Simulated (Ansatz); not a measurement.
# Gap against strain: Ge wire along [110], 11 atoms a period, H-terminated

**Method.** Ansatz 0.2.0, plane waves with PAW datasets, PBE, Fermi-Dirac smearing of 0.05 eV, no spin-orbit coupling. The period is scaled from its relaxed value of 4.102 Å and the atoms relax, within the symmetry of the start, at each strain ε (in %); gaps, in eV, are read on a band path.

```
period (Å)  energy (eV a cell)  place of the conduction minimum (Γ = 0, Z = 1)   ε    gap
     3.938              +0.187                                            0.00  −4  1.759
     4.020              +0.045                                            0.00  −2  1.737
     4.102               0.000                                            0.00   0  1.684
     4.266              +0.162                                            0.00   4  1.503
     4.348              +0.348                                            0.00   6  1.394
```

One run is withheld: period (Å) = 4.184, with ε = 2. Fit a straight line gap = a + b × ε to the 5 rows shown and predict it.

**Fit.** The means are 0.8 for ε and 1.616 for gap. The sum of products of deviations is −2.595 and the sum of squares in ε is 68.8, so b = −2.595 / 68.8 = −0.03772 and a = 1.616 − (−0.03772) × 0.8 = 1.646. The residuals' standard deviation, with 3 degrees of freedom, is σ = 0.036.

**Prediction.** gap = 1.646 + (−0.03772) × 2 = 1.57. The run gave 1.606, so the prediction less the run is −0.036. The standard error of a prediction there, σ√(1 + 1/5 + (2 − 0.8)²/68.8), is 0.039, and the miss is 0.91 times that, for a point between the fitted rows. With so few rows σ is itself uncertain.

The gap narrows at every step from compression to tension.

Caveats: Kohn-Sham gaps of a wire among periodic images, which in a check on one flat ribbon (7 Å apart) lowered the gap by 0.2 eV and flattened the slope; the slope b × 100 is a mean deformation potential of the gap, in eV per unit strain. Between neighbouring runs it lies between −5.4 and −1.1 eV, so a bend, a kink or scatter between runs makes one line a rough account. The unstrained row comes from a denser mesh than the others, which shifts its energy a little. Series of this kind are told only where this holds: a gap at every strain (compound wires with polar facets were set aside first). 88 of 101 did.

[Logs are printed without paths, hosts, clocks, repeated set-up lines and the standing remarks that a program may print on its own settings, such as how far it seeks lower states.]
